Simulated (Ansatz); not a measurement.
# (CaO)2(NaF)2 [001] superlattice, started as rocksalt type: the cell at rest

Wanted: the relaxed cell of (CaO)2(NaF)2 [001] superlattice, started as rocksalt type.

Main program and level: Ansatz 0.2.0; DFT PBEsol, scalar-relativistic, plane waves, PAW.

Report form: the programs' logs are mostly left out.

The structure was built from a prototype and need not be the compound's stable phase.

**1. The starting structure**

The structure is tetragonal, space group P4/nmm (No. 129). Conventional cell: a = 3.338 Å, b = 3.338 Å, c = 9.440 Å, α = 90.00°, β = 90.00°, γ = 90.00°. Nearest to Ca lie 1 F at 2.36 Å and 5 O at 2.36 Å. F has 5 Na at 2.36 Å and 1 Ca at 2.36 Å nearest. Na has 5 F at 2.36 Å and 1 O at 2.36 Å nearest. Nearest to O lie 1 Na at 2.36 Å and 5 Ca at 2.36 Å. Farther neighbours and most contacts between anions are not listed.

**2. A coarse first look**

A quick single point on a coarse mesh tells whether the cell has a gap and how far it is from rest, which sets the k mesh and smearing that follow.

Input file input.yaml:

```yaml
crystal:
  lattice:
    - [2.36, 2.36, 0.0]
    - [-2.36, 2.36, 0.0]
    - [0.0, 0.0, 9.44]
  atoms:
    - { symbol: Ca, position: [0.0, 0.0, 0.0] }
    - { symbol: Ca, position: [0.5, 0.5, 0.25] }
    - { symbol: F, position: [0.5, 0.5, 0.5] }
    - { symbol: F, position: [0.0, 0.0, 0.75] }
    - { symbol: Na, position: [0.0, 0.0, 0.5] }
    - { symbol: Na, position: [0.5, 0.5, 0.75] }
    - { symbol: O, position: [0.5, 0.5, 0.0] }
    - { symbol: O, position: [0.0, 0.0, 0.25] }
kpoints:
  mp_grid: { grid: [6, 6, 2] }
hamiltonian:
  xc: pbesol
scf:
  occupations: { method: gaussian, width: 0.1 }
output:
  forces: true
  stress: true
  eigenvalues: true
```

Launch:

```
$ ansatz run input.yaml --threads 8 --pin off --max-ram 14336MiB --backend cpu --events-out ev --progress --plain --runs-dir out
```

Elapsed: 0.52 s, on 8 threads of Intel Xeon 6975P-C (Granite Rapids), shared host; peak memory 0.54 GiB; 2.8 s of CPU time.

A gap read on the k-mesh alone can miss the band edges.

Numbers from this step:

| Item | Value |
| --- | --- |
| pressure | -0.04638 GPa |
| gap on the k-mesh | 3.396 eV |
| volume per atom | 13.14 Å³ |
| direct gap on mesh | 3.396 eV |

The coarse mesh shows a gap of 3.40 eV and a pressure of 0.0 GPa.

**3. Relaxation**

The cell and atoms are relaxed, since residual forces and stress would shift the frequencies.

Changes to input.yaml since step 2:

```diff
@@ -19,3 +19,3 @@
 scf:
-  occupations: { method: gaussian, width: 0.1 }
+  occupations: { method: gaussian, width: 0.02 }
 output:
@@ -24 +24,6 @@
   eigenvalues: true
+relax:
+  adjacent_minimum: "off"
+  f_tol: 0.005
+  max_steps: 80
+  cell: { stress_tol: 0.05 }
```

Run time: 3.1 s. Hardware: 8 threads; peak memory 0.6 GiB; 18 s of CPU time.

Relaxation path:

| step | energy less that of the first step (eV) | largest force component (eV/Å) | pressure (GPa) | volume (Å³) |
| --- | --- | --- | --- | --- |
| 1 | 0.0000 | 0.2090 | -0.05 | 105.15 |
| 2 | -0.0040 | 0.1738 | -0.12 | 105.11 |
| 3 | -0.0080 | 0.0722 | -0.11 | 105.07 |
| 4 | -0.0097 | 0.0113 | 0.00 | 104.90 |
| 5 | -0.0098 | 0.0011 | 0.00 | 104.88 |
| 6* | -0.0091 | 0.0011 | -0.02 | 104.88 |

Relaxation steps marked * repeat the geometry before them on a plane-wave basis chosen anew for their cell, so energy and pressure can jump there.

Forces are held to the 16 operations that the run works with; a distortion that breaks them can't arise in this run.

| conventional cell, symmetrised | before | after | change |
| --- | --- | --- | --- |
| a (Å) | 3.338 | 3.334 | -0.1 % |
| b (Å) | 3.338 | 3.334 | -0.1 % |
| c (Å) | 9.440 | 9.436 | -0.0 % |
| volume (Å³/atom) | 13.14 | 13.11 | -0.3 % |

The atoms that moved most (Å, as changes of fractional coordinates times the final cell):

| atom | dx | dy | dz | length |
| --- | --- | --- | --- | --- |
| F4 | 0.000 | 0.000 | -0.037 | 0.037 |
| F3 | 0.000 | 0.000 | 0.037 | 0.037 |
| Na6 | 0.000 | 0.000 | -0.013 | 0.013 |
| Na5 | 0.000 | 0.000 | 0.013 | 0.013 |
| O7 | 0.000 | 0.000 | 0.009 | 0.009 |
| O8 | 0.000 | 0.000 | -0.009 | 0.009 |

This step gave:

```yaml
pressure: -0.01531 GPa
gap_on_the_k_mesh: 3.472 eV
volume_per_atom: 13.11 Å³
direct_gap_on_mesh: 3.472 eV
```

In this step the volume went from 13.14 to 13.11 Å³/atom.

**4. Relaxing to small forces for the phonons**

Phonons need a cell at rest on their own settings, so the relaxation is repeated with tight tolerances on forces and stress, using the mesh and the filling of the phonon run that follows.

Input file input.yaml:

```yaml
crystal:
  lattice:
    - [2.3574139084, 2.3574139084, 0.0]
    - [-2.3574139084, 2.3574139084, 0.0]
    - [0.0, 0.0, 9.4363717402]
  atoms:
    - { symbol: Ca, position: [0.0, 0.0, -0.0003543206] }
    - { symbol: Ca, position: [0.5, 0.5, 0.2503543206] }
    - { symbol: F, position: [0.5, 0.5, 0.5039359859] }
    - { symbol: F, position: [0.0, 0.0, 0.7460640141] }
    - { symbol: Na, position: [0.0, 0.0, 0.5014106334] }
    - { symbol: Na, position: [0.5, 0.5, 0.7485893666] }
    - { symbol: O, position: [0.5, 0.5, 0.0009617917] }
    - { symbol: O, position: [0.0, 0.0, 0.2490382083] }
kpoints:
  mp_grid: { grid: [8, 8, 2] }
hamiltonian:
  xc: pbesol
scf:
  occupations: { method: fixed }
output:
  forces: true
  stress: true
  eigenvalues: true
relax:
  adjacent_minimum: "off"
  f_tol: 0.001
  max_steps: 60
  cell: { stress_tol: 0.01 }
```

Run time: 2.1 s. Hardware: 8 threads; peak memory 0.61 GiB; 13 s of CPU time.

Little changed from the start: no atom moved by 0.005 Å and no cell edge by 0.1 %.

This step gave:

| Property | Result |
| --- | --- |
| pressure | -0.002496 GPa |
| gap on the k-mesh | 3.473 eV |
| direct gap on mesh | 3.473 eV |

The largest force component left is 0.27 meV/Å and the pressure is -0.002 GPa, within the tolerances set. The cell now holds 13.11 Å³/atom.

**5. What came out**

* space group after relaxation (within 0.01 Å): P4/nmm
* lattice constant a: 3.334 Å
* lattice constant b: 3.334 Å
* lattice constant c: 9.436 Å
* volume per atom: 13.1 Å³
* gap on the k-mesh: 3.47 eV

What this shows: The largest force component left is 0.27 meV/Å and the pressure is -0.002 GPa, within the tolerances set. The cell now holds 13.11 Å³/atom. The relaxation keeps the symmetry of its start, so it says nothing on stability against lower symmetry. The starting cell was built on a prototype and not taken from a measurement, so the phase need not exist.

[Logs are printed without paths, hosts, clocks, repeated set-up lines and the standing remarks that a program may print on its own settings, such as how far it seeks lower states.]

[Hosts, paths, dates, database ids (printed as entryN), source tags and the programs' standing remarks are cut or masked in the printed files.]
